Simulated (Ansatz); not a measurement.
**GaSb (F-43m): zone-centre modes under pressure**

Wanted: Grüneisen parameters and pressure coefficients of the modes of GaSb (F-43m).

Main program and level: Ansatz 0.2.0; DFT PBEsol, scalar-relativistic, plane waves, PAW; PAW set soft_1.

The database entry behind the starting cell differs from later determinations by our own check (about 0.4 % long), so it need not match the best structure at ambient conditions.

## 1. Starting point

The structure is cubic, space group F-43m (No. 216). The conventional cell has a = 6.118 Å, b = 6.118 Å, c = 6.118 Å, α = 90.00°, β = 90.00°, γ = 90.00°. Ga has 4 Sb at 2.65 Å nearest. Nearest to Sb lie 4 Ga at 2.65 Å. Farther neighbours are not listed.

## 2. Relaxation

The cell and atoms are relaxed, since residual forces and stress would shift the frequencies.

Contents of input.yaml:

```yaml
crystal:
  lattice:
    - [0.0, 3.059, 3.059]
    - [3.059, 0.0, 3.059]
    - [3.059, 3.059, 0.0]
  atoms:
    - { symbol: Ga, position: [0.0, 0.0, 0.0] }
    - { symbol: Sb, position: [0.75, 0.75, 0.75] }
kpoints:
  mp_grid: { grid: [12, 12, 12] }
hamiltonian:
  xc: pbesol
  pseudopotentials: { kind: paw, azcp: { folder: soft_1 }, xc_functional: pbe }
scf:
  occupations: { method: gaussian, width: 0.1 }
output:
  forces: true
  stress: true
  eigenvalues: true
relax:
  adjacent_minimum: "off"
  f_tol: 0.005
  max_steps: 80
  cell: { stress_tol: 0.05 }
```

The run is started by

```sh
> ansatz run input.yaml --threads 4 --pin off --max-ram 10240MiB --backend cpu --events-out ev --progress --plain --runs-dir out
```

Numbers of over 12 decimals in the logs are rounded to 6 here.

Log:

```text
Engine: ansatz 0.2.0, x86_64-unknown-linux-gnu
Pseudopotentials: kind: paw
Pseudopotential: Ga, paw, valence charge 13, recommended cutoff 420 eV (normal), soft_1/Ga.paw.azcp
Pseudopotential: Sb, paw, valence charge 15, recommended cutoff 420 eV (normal), soft_1/Sb.paw.azcp
Functional definition: PBEsol
  exchange = pbesol_x
  correlation = pbesol_c
Crystal: 2 atoms, lattice volume = 57.249 Å³
Basis set: ecut = 420 eV, 1139 PW (Γ), exchange–correlation on 60×60×60 points (8 copies of the dense FFT grid, shifted against one another)
Bands: 18, of which v1, the nominal top of the filled ones, is band 14 counted from 1 (13 counted from 0)
Symmetry: 24 space group operations
Space group: F-43m (ITA 216), of the structure as read, at distance tolerance 3.9e-5 Å
k-points: 72 of 1728 (time reversal used)
Non-local potential: Ga, projectors of the file, l = 0: 2, l = 1: 2, l = 2: 3, l = 3: 1
Non-local potential: Sb, projectors of the file, l = 0: 2, l = 1: 2, l = 2: 2, l = 3: 1
PAW form: soft (Blöchl's): semilocal exchange-correlation on the pseudo side does not see the compensation charge
PAW frozen core: Ga, regenerated for the run's functional, and the local potential with it (the file was generated under x = pbe(κ = 0.804, μ = 0.219515), c = pbe(β = 0.066725))
PAW frozen core: Sb, regenerated for the run's functional, and the local potential with it (the file was generated under x = pbe(κ = 0.804, μ = 0.219515), c = pbe(β = 0.066725))
PAW one-centre angular grid: Ga, 590 points (default); XC on 64 Gauss nodes
PAW one-centre angular grid: Sb, 590 points (default); XC on 64 Gauss nodes
Initial density: superposition of atomic densities (chi_scale 0.1, normalization cell, long waves kept (reshape's long-wave potential 0.00 eV rms))
Initial wavefunctions: pseudopotential atomic-orbital guess
Functional: x = pbesol(κ = 0.804, μ = 0.123457), c = pbesol(β = 0.046)
SCF iter   1: F=—  HF=-10151.700737 eV  |F-HF|=—  |Δ(HF+E_count)|=         —  Δρ=3.16e-2  dr2=4.08e-1  ethr=3.10e-3  ⟨swp⟩=6.0  Hψ=6994  notcnv=0
preconditioner: auto → none  [insulator: Δε(μ)=0.354 eV  Ē_g=14.716 eV  σ=0.100 eV  W_gap=0.75  n_scr=14 (ndim 8)  ℏωp=20.8 eV  f_vac=0.007  D(μ)=0.03/eV (n_scr^D=0)  ε∞_Penn≈3.0]
SCF iter   2: F=—  HF=-10151.624601 eV  |F-HF|=—  |Δ(HF+E_count)|=   7.61e-2  Δρ=1.44e-2  dr2=6.92e-2  ethr=1.46e-3  ⟨swp⟩=2.1  Hψ=2165  notcnv=0
SCF iter   3: F=—  HF=-10151.622921 eV  |F-HF|=—  |Δ(HF+E_count)|=   1.68e-3  Δρ=5.02e-3  dr2=1.39e-2  ethr=2.47e-4  ⟨swp⟩=2.0  Hψ=2232  notcnv=0
SCF iter   4: F=—  HF=-10151.616726 eV  |F-HF|=—  |Δ(HF+E_count)|=   6.20e-3  Δρ=8.00e-4  dr2=2.05e-4  ethr=4.96e-5  ⟨swp⟩=2.0  Hψ=2226  notcnv=0
SCF iter   5: F=—  HF=-10151.616705 eV  |F-HF|=—  |Δ(HF+E_count)|=   2.13e-5  Δρ=3.67e-4  dr2=2.72e-5  ethr=7.32e-7  ⟨swp⟩=2.0  Hψ=1945  notcnv=0
SCF iter   6: F=—  HF=-10151.616705 eV  |F-HF|=—  |Δ(HF+E_count)|=   7.32e-7  Δρ=3.02e-5  dr2=4.04e-7  ethr=9.70e-8  ⟨swp⟩=2.0  Hψ=2235  notcnv=0
SCF iter   7: F=-10151.616705 eV  HF=-10151.616705 eV  |F-HF|=1.70e-8  |Δ(HF+E_count)|=   8.38e-8  Δρ=6.21e-6  dr2=1.86e-8  ethr=3.57e-10  ⟨swp⟩=7.0  Hψ=6810  notcnv=0
SCF 1 converged in 7 iterations: F = -10151.616705 eV  dr2 = 1.86e-8
  greatest PAW one-centre occupation: 0.996 electrons in one spin orbital (limit 2), on the Sb atom at site 1 (counted from 0), in its partial waves of l = 2
relax step   1: F+E_penalty+E_count = -10151.61670530 eV  Δ(F+E_penalty+E_count) = +0.000e0 eV  max|allowed force component| = 7.391e-17 eV/Å  Δτ_max = 0.0000 Å  P = -0.157 GPa  Ω = 57.249 Å³  (7 SCF iters, dr2 threshold 1.00e-7 eV, accepted)
Crystal: 2 atoms, lattice volume = 57.018 Å³
Initial density: handed on by an earlier stage of this run
Initial wavefunctions: those handed on with the density
iter 1 solved again at ethr=7.27e-8 eV; its pass at ethr=3.10e-3 eV (dr2=2.04e-5 eV) is discarded
SCF iter   1: F=—  HF=-10151.616811 eV  |F-HF|=—  |Δ(HF+E_count)|=         —  Δρ=1.45e-4  dr2=1.39e-5  ethr=7.27e-8  ⟨swp⟩=3.4  Hψ=8211  notcnv=0
preconditioner: auto → none  [insulator: Δε(μ)=0.348 eV  Ē_g=14.546 eV  σ=0.100 eV  W_gap=0.75  n_scr=14 (ndim 8)  ℏωp=20.9 eV  f_vac=0.077  D(μ)=0.03/eV (n_scr^D=0)  ε∞_Penn≈3.1]
SCF iter   2: F=—  HF=-10151.616812 eV  |F-HF|=—  |Δ(HF+E_count)|=   1.82e-7  Δρ=6.41e-5  dr2=2.19e-6  ethr=4.95e-8  ⟨swp⟩=2.0  Hψ=1840  notcnv=0
SCF iter   3: F=—  HF=-10151.616812 eV  |F-HF|=—  |Δ(HF+E_count)|=   8.60e-7  Δρ=2.97e-5  dr2=4.75e-7  ethr=7.83e-9  ⟨swp⟩=2.0  Hψ=1945  notcnv=0
SCF iter   4: F=-10151.616812 eV  HF=-10151.616812 eV  |F-HF|=7.11e-9  |Δ(HF+E_count)|=   2.18e-7  Δρ=5.71e-6  dr2=1.13e-8  ethr=2.19e-10  ⟨swp⟩=4.1  Hψ=5876  notcnv=0
SCF 2 converged in 4 iterations: F = -10151.616812 eV  dr2 = 1.13e-8
relax step   2: F+E_penalty+E_count = -10151.61681216 eV  Δ(F+E_penalty+E_count) = -1.069e-4 eV  max|allowed force component| = 3.296e-17 eV/Å  Δτ_max = 0.0000 Å  P = +0.049 GPa  Ω = 57.018 Å³  energy of the carried Pulay correction = +2.864e-5 eV  (4 SCF iters, dr2 threshold 6.14e-8 eV, accepted)
Initial wavefunctions: pseudopotential atomic-orbital guess (no wavefunctions were taken with the density)
iter 1 solved again at ethr=4.18e-7 eV; its pass at ethr=3.10e-3 eV (dr2=1.17e-4 eV) is discarded
SCF iter   1: F=—  HF=-10151.616781 eV  |F-HF|=—  |Δ(HF+E_count)|=         —  Δρ=6.86e-6  dr2=1.59e-8  ethr=4.18e-7  ⟨swp⟩=3.0  Hψ=10422  notcnv=0
eigensolver tolerance schedule: the retry pair's looser diagonalisation over-reported the residual by 7384.22 of it (diagonalisation noise at 294.52 of the residual, at the tolerance the schedule requests for it); recorded, not acted on — ethr = c·dr2/N_el stays at c = 1.0e-1
preconditioner: auto → none  [insulator: Δε(μ)=0.348 eV  Ē_g=14.544 eV  σ=0.100 eV  W_gap=0.75  n_scr=14 (ndim 8)  ℏωp=20.9 eV  f_vac=0.077  D(μ)=0.03/eV (n_scr^D=0)  ε∞_Penn≈3.1]
SCF iter   2: F=—  HF=-10151.616781 eV  |F-HF|=—  |Δ(HF+E_count)|=   8.84e-8  Δρ=4.94e-6  dr2=6.75e-9  ethr=5.66e-11  ⟨swp⟩=3.1  Hψ=2846  notcnv=0
SCF iter   3: F=—  HF=-10151.616781 eV  |F-HF|=—  |Δ(HF+E_count)|=   3.79e-9  Δρ=1.49e-6  dr2=9.81e-10  ethr=2.41e-11  ⟨swp⟩=2.1  Hψ=2058  notcnv=0
SCF iter   4: F=—  HF=-10151.616781 eV  |F-HF|=—  |Δ(HF+E_count)|=  8.80e-10  Δρ=3.80e-7  dr2=1.04e-10  ethr=3.50e-12  ⟨swp⟩=2.0  Hψ=1945  notcnv=0
SCF iter   5: F=-10151.616781 eV  HF=-10151.616781 eV  |F-HF|=1.82e-12  |Δ(HF+E_count)|=  2.36e-11  Δρ=1.75e-7  dr2=1.38e-11  ethr=1.00e-12  ⟨swp⟩=6.2  Hψ=6268  notcnv=0
SCF 3 converged in 5 iterations: F = -10151.616781 eV  dr2 = 1.38e-11
relax step   3: F+E_penalty+E_count = -10151.61678082 eV  Δ(F+E_penalty+E_count) = +3.134e-5 eV  max|allowed force component| = 2.624e-17 eV/Å  Δτ_max = 0.0000 Å  P = +0.049 GPa  Ω = 57.018 Å³  stress off target by 4.94e-2 GPa  SCF on the basis re-selected at this cell (its energy is not comparable with the rows above)  (5 SCF iters)
basis re-selected at this cell: Δ(F+E_penalty+E_count) = +3.134e-5 eV, ΔP = -0.000 GPa vs the last step (what re-selecting the basis moved, of the pressure what is left beyond the Pulay correction that the steps carried, after the strain that the cell walked since its last selection, with what the two solves' SCF thresholds leave and, on support functions, any second-order correction that the steps lacked; it is no m [...]
SCF converged after 5 iterations
Free energy (F): -10151.616781 eV
Harris-Foulkes:  -10151.616781 eV  (|F-HF|=1.82e-12)
Internal energy: -10151.616653 eV  (E = F + TS)
E sigma→0 (E₀):  -10151.616717 eV
Entropy (-TS):   -0.000127 eV (-0.064 meV/atom)
Fermi energy:    7.787809 eV
--- Per-component energies (eV) ---
  E_band       = -260.130710
  E_kinetic    = 275.775138
  E_local      = -3376.131384  (includes V_loc(G=0)·N_el)
  E_nonlocal   = 299.710278
  E_hartree    = 1726.302221
  E_xc         = -160.392773
  E_vxc        = -146.093303  (∫ρ·V_xc dr)
  E_paw        = -6420.789942  (= ΣΔE_a)
  E_vpaw       = -765.995719  (= ΣTr[D̂ρ^β])
  E_aug_tail   = -0.000075  (compensation charges beyond the density's cutoff)
  E_ewald      = -2497.284949
  E_core_change = 1.194834  (= ΣΔE_core)
  E_smearing   = -0.000127  (= −TS)
  E_closure    = -0.000000  (closes the sum)
  Σ components = -10151.616781   (vs F -10151.616781, Δ=0.00e0)
--- Forces (eV/Å), atoms counted from 1 ---
  atom   1  Ga    -0.00000000    -0.00000000    -0.00000000
  atom   2  Sb     0.00000000    -0.00000000    -0.00000000
  max |Σ_I F_I| component: 5.67e-17 eV/Å
--- Stress (GPa, compression-positive) ---
        0.049354       0.000000       0.000000
        0.000000       0.049354       0.000000
        0.000000       0.000000       0.049354
  P = ⅓ Tr σ = 0.0494 GPa (0.494 kbar)
--- Band table (eV; the first three rows and the last of 72) ---
  k-point 0: bands = [... 10 lower, -3.8019, 7.7295, 7.7295, 7.7295, 7.7410, 10.4990, 10.4990, 10.4990]
  k-point 1: bands = [... 10 lower, -3.7299, 6.4086, 7.6050, 7.6050, 8.6140, 10.6700, 10.6700, 10.7464]
  k-point 2: bands = [... 10 lower, -3.5181, 5.0066, 7.3241, 7.3241, 8.7159, 11.0444, 11.0444, 11.6496]
  k-point 71: bands = [... 10 lower, -1.2935, 1.0391, 4.3418, 4.5637, 11.4090, 11.9846, 12.1152, 12.4390]
--- Relaxed structure (2 steps of the walk, 2 accepted, 1 SCFs on fresh bases) ---
  F+E_penalty+E_count = -10151.61678082 eV   max|allowed force component| = 2.624e-17 eV/Å   (the final SCF, on the basis selected at the relaxed cell)
  cell:  # Å, volume = 57.0179 Å³
    - [0, 3.054877, 3.054877]
    - [3.054877, 0, 3.054877]
    - [3.054877, 3.054877, 0]
  atoms:
    - { symbol: Ga, position: [0, 0, 0] }
    - { symbol: Sb, position: [0.750000, 0.750000, 0.750000] }
```

Wall time 6.7 s (4 threads of Intel Xeon at 2.60GHz (Ice Lake), shared host); peak memory 0.51 GiB.

The steps of the relaxation:

| step | energy less that of the first step (eV) | largest force component (eV/Å) | pressure (GPa) | volume (Å³) |
| --- | --- | --- | --- | --- |
| 1 | 0.0000 | 0.0000 | -0.16 | 57.25 |
| 2 | -0.0001 | 0.0000 | 0.05 | 57.02 |
| 3* | -0.0001 | 0.0000 | 0.05 | 57.02 |

Relaxation steps marked * repeat the geometry before them on a plane-wave basis chosen anew for their cell, so energy and pressure can jump there.

The run keeps the 24 symmetry operations that it works with, so distortions that break them were not tested.

| conventional cell, symmetrised | before | after | change |
| --- | --- | --- | --- |
| a (Å) | 6.118 | 6.110 | -0.1 % |
| b (Å) | 6.118 | 6.110 | -0.1 % |
| c (Å) | 6.118 | 6.110 | -0.1 % |
| volume (Å³/atom) | 28.62 | 28.51 | -0.4 % |

Final coordinates:

```xyz
2
Lattice="0.0000 3.0549 3.0549 3.0549 0.0000 3.0549 3.0549 3.0549 0.0000" Properties=species:S:1:pos:R:3 pbc="T T T"
Ga    0.0000    0.0000    0.0000
Sb    4.5823    4.5823    4.5823
```

Numbers from this step:

| Quantity | Value |
| --- | --- |
| pressure | 0.04935 GPa |
| volume per atom | 28.51 Å³ |
| gap on the k-mesh | 0 eV |

In this step the volume went from 28.62 to 28.51 Å³/atom.

## 3. Tight relaxation

At this level the gap closes at Γ, and partly filled states there would soften the modes. So, after a tight relaxation on a Γ-centred mesh that is not shown, the volume is relaxed again on 12×12×12 points shifted off Γ, the mesh of all runs that follow.

input.yaml, the sections that differ from step 2:

```yaml
crystal:
  lattice:
    - [0.0, 3.0559941234, 3.0559941234]
    - [3.0559941234, 0.0, 3.0559941234]
    - [3.0559941234, 3.0559941234, 0.0]
  atoms:
    - { symbol: Ga, position: [0.0, 0.0, 0.0] }
    - { symbol: Sb, position: [0.75, 0.75, 0.75] }
kpoints:
  mp_grid: { grid: [12, 12, 12], shift: [0.5, 0.5, 0.5] }
scf:
  occupations: { method: gaussian, width: 0.015 }
relax:
  adjacent_minimum: "off"
  f_tol: 0.001
  max_steps: 60
  cell: { stress_tol: 0.01, fix: [shape] }
# hamiltonian, output: as in step 2
```

Log:

```text
[...]
k-point 181: bands = [... 10 lower, -2.1235, 1.3494, 5.9048, 6.4658, 8.7005, 11.3181, 11.6730, 14.4030]
--- Relaxed structure (3 steps of the walk, 3 accepted, 1 SCFs on fresh bases) ---
[...]
cell:  # Å, volume = 57.0691 Å³
    - [0, 3.055791, 3.055791]
    - [3.055791, 0, 3.055791]
    - [3.055791, 3.055791, 0]
  atoms:
    - { symbol: Ga, position: [1.609546422530622e-5, 1.6095464225306234e-5, 1.6095464225306234e-5] }
    - { symbol: Sb, position: [0.749984, 0.749984, 0.749984] }
[key lines of the parts left out:]
SCF converged after 7 iterations
Free energy (F): -10151.617617 eV
Fermi energy:    7.885281 eV
P = ⅓ Tr σ = -0.0001 GPa (-0.001 kbar)
```

Run time: 13 s. Hardware: 4 threads; peak memory 0.6 GiB; 51 s of CPU time.

Little changed from the start: no atom moved by 0.005 Å and no cell edge by 0.1 %.

Numbers from this step:

```
pressure          : -1.37e-4 GPa
gap on the k-mesh : 0.4024 eV
volume per atom   : 28.53 Å³
```

The largest force component left is 0.0083 meV/Å and the pressure is 0.000 GPa, within the tolerances set. The cell now holds 28.53 Å³/atom.

## 4. Zone-centre response at rest

Phonons follow from the second derivative of the energy, found here by linear response.

The modes at rest are the reference of the series.

input.yaml, the sections that differ from step 3:

```yaml
crystal:
  lattice:
    - [0.0, 3.0557908841, 3.0557908841]
    - [3.0557908841, 0.0, 3.0557908841]
    - [3.0557908841, 3.0557908841, 0.0]
  atoms:
    - { symbol: Ga, position: [1.60955e-05, 1.60955e-05, 1.60955e-05] }
    - { symbol: Sb, position: [0.7499839045, 0.7499839045, 0.7499839045] }
output:
  eigenvalues: true
phonons:
  method: dfpt
# kpoints, hamiltonian, scf: as in step 3
# relax: removed
```

Log:

```text
[...]
Crystal: 2 atoms, lattice volume = 57.069 Å³
Basis set: ecut = 420 eV, 1139 PW (Γ), exchange–correlation on 60×60×60 points (8 copies of the dense FFT grid, shifted against one another)
Bands: 18, of which v1, the nominal top of the filled ones, is band 14 counted from 1 (13 counted from 0)
Symmetry: 6 space group operations
k-points: 468 of 1728 (irreducible under 2 space group operations, time reversal used)
[...]
SCF iter   1: F=—  HF=-10151.701731 eV  |F-HF|=—  |Δ(HF+E_count)|=         —  Δρ=3.16e-2  dr2=4.09e-1  ethr=3.10e-3  ⟨swp⟩=6.1  Hψ=45714  notcnv=0
[...]
SCF iter   9: F=-10151.617617 eV  HF=-10151.617617 eV  |F-HF|=1.46e-11  |Δ(HF+E_count)|=  3.40e-10  Δρ=1.56e-7  dr2=7.86e-12  ethr=1.00e-12  ⟨swp⟩=5.0  Hψ=46478  notcnv=0
SCF 1 converged in 9 iterations: F = -10151.617617 eV  dr2 = 7.86e-12
[...]
DFPT response loops at Γ: preconditioner auto → none (the input reference at scf.mixing.eps_inf says where Resta's filter doesn't serve); β = 0.50; Broyden in place of MSR1
SCF converged after 9 iterations
Free energy (F): -10151.617617 eV
[...]
Internal energy: -10151.617617 eV  (E = F + TS)
E sigma→0 (E₀):  -10151.617617 eV
Fermi energy:    7.885281 eV
[...]
--- Band table (eV; the first three rows and the last of 468) ---
  k-point 0: bands = [... 10 lower, -3.7897, 7.0825, 7.6839, 7.6839, 8.2520, 10.5333, 10.5333, 10.5379]
  k-point 1: bands = [... 10 lower, -3.6941, 6.0725, 7.3232, 7.6256, 8.7991, 10.6264, 10.6544, 11.0823]
  k-point 2: bands = [... 10 lower, -3.4607, 4.7370, 6.9615, 7.3736, 8.8401, 10.9592, 11.1416, 11.9474]
  k-point 467: bands = [... 10 lower, -2.1646, 1.3356, 6.3617, 6.5216, 8.2845, 11.3908, 11.5249, 14.1539]
--- Phonons (Γ-DFPT): 2 representative perturbations + reference, on 468 of 1728 k-points (Σ response iterations 6) ---
  k mesh reduced under 2 symmetry operations, with k and −k counted as one. Each operation leaves every solved perturbation unchanged. A smaller set is not used because it would not reduce the number of displacements times k-points to solve
  ASR residual: 2.368e-4 → 0.000e0 eV/Å²; symmetrization residual: 7.921e-6 eV/Å²
  ASR residual per site (eV/Å²): 2.37e-4 6.59e-5
  Γ frequencies (cm⁻¹): 0.00 0.00 0.00 220.48 220.48 220.52
  non-analytic LO–TO correction: not included (Born effective charges unavailable; polar crystals: no LO–TO splitting at Γ)
```

The job ended after 30 s (4 threads; peak memory 1.6 GiB; 1.8 min of CPU time).

In the SCF lines HF is the Harris–Foulkes energy and dr2 the Hartree energy of the density residual, in eV; the loop may stop once dr2 is under the threshold and the program's other checks hold. Hψ counts applications of the Hamiltonian.

This step gave:

- sum-rule residual before enforcement: 2.37e-4 eV/Å²
- highest optical mode at the zone centre (no LO-TO term): 220.5 cm⁻¹
- lowest optical zone-centre mode: 220.5 cm⁻¹

Patterns of degenerate modes are one choice out of their space. The modes at Γ (shares of kinetic energy by element, %):

| mode | frequency (cm⁻¹) | Ga % | Sb % |
| --- | --- | --- | --- |
| 1 | 0.0 | 36 | 64 |
| 2 | 0.0 | 36 | 64 |
| 3 | 0.0 | 36 | 64 |
| 4 | 220.5 | 64 | 36 |
| 5 | 220.5 | 64 | 36 |
| 6 | 220.5 | 64 | 36 |

Displacements in mode 5 (220.5 cm⁻¹), the largest set to 1:
```
Ga1 -0.62  1.00 -0.38
Sb2  0.35 -0.57  0.22
```

Before it was imposed, the acoustic sum rule was missed by 2.4e-4 eV/Å². Small misses are needed for a sound result but don't prove that mesh and cutoff are converged. The lowest optical mode is real, 220 cm⁻¹.

## 5. Relaxation of a member: 1.06 times the volume at rest

The cell is set to 1.06 times the volume at rest, and shape and atoms relax at that volume.

input.yaml, the sections that differ from step 4:

```yaml
crystal:
  lattice:
    - [-0.0006528025, 3.115397201, 3.115397201]
    - [3.115397201, -0.0006528025, 3.115397201]
    - [3.115397201, 3.115397201, -0.0006528025]
  atoms:
    - { symbol: Ga, position: [4.12973e-05, 4.12973e-05, 4.12973e-05] }
    - { symbol: Sb, position: [0.7499587027, 0.7499587027, 0.7499587027] }
output:
  forces: true
  stress: true
  eigenvalues: true
relax:
  adjacent_minimum: "off"
  f_tol: 0.001
  max_steps: 60
  cell: { stress_tol: 0.01, fix: [volume] }
# kpoints, hamiltonian, scf: as in step 4
# phonons: removed
```

Log:

```text
[...]
Crystal: 2 atoms, lattice volume = 60.493 Å³
Basis set: ecut = 420 eV, 1243 PW (Γ), exchange–correlation on 60×60×60 points (8 copies of the dense FFT grid, shifted against one another)
Bands: 18, of which v1, the nominal top of the filled ones, is band 14 counted from 1 (13 counted from 0)
Symmetry: 6 space group operations
[...]
k-points: 182 of 1728 (time reversal used)
[...]
k-point 181: bands = [... 10 lower, -2.6222, 0.8768, 5.2757, 5.8220, 7.8339, 10.5846, 10.9101, 13.6206]
--- Relaxed structure (1 steps of the walk, 1 accepted, 1 SCFs on fresh bases) ---
[...]
cell:  # Å, volume = 60.4932 Å³
    - [-0.0006528025, 3.115397201, 3.115397201]
    - [3.115397201, -0.0006528025, 3.115397201]
    - [3.115397201, 3.115397201, -0.0006528025]
  atoms:
[...]
- { symbol: Sb, position: [0.749959, 0.749959, 0.749959] }
[key lines of the parts left out:]
SCF converged after 6 iterations
Free energy (F): -10151.588016 eV
Fermi energy:    7.086329 eV
P = ⅓ Tr σ = -2.6184 GPa (-26.184 kbar)
```

Wall time 8.4 s (4 threads); peak memory 0.6 GiB; 32 s of CPU time.

Little changed from the start: no atom moved by 0.005 Å and no cell edge by 0.1 %.

This step gave:

- pressure: -2.618 GPa
- gap on the k-mesh: 0.2808 eV
- volume per atom: 30.25 Å³

The largest force component left is 0.15 meV/Å, at a pressure of -2.62 GPa.

(Part 1 of 2 ends here.)

[Logs are printed without paths, hosts, clocks, repeated set-up lines and the standing remarks that a program may print on its own settings, such as how far it seeks lower states.]

[Hosts, paths, dates, database ids (printed as entryN), source tags and the programs' standing remarks are cut or masked in the printed files.]
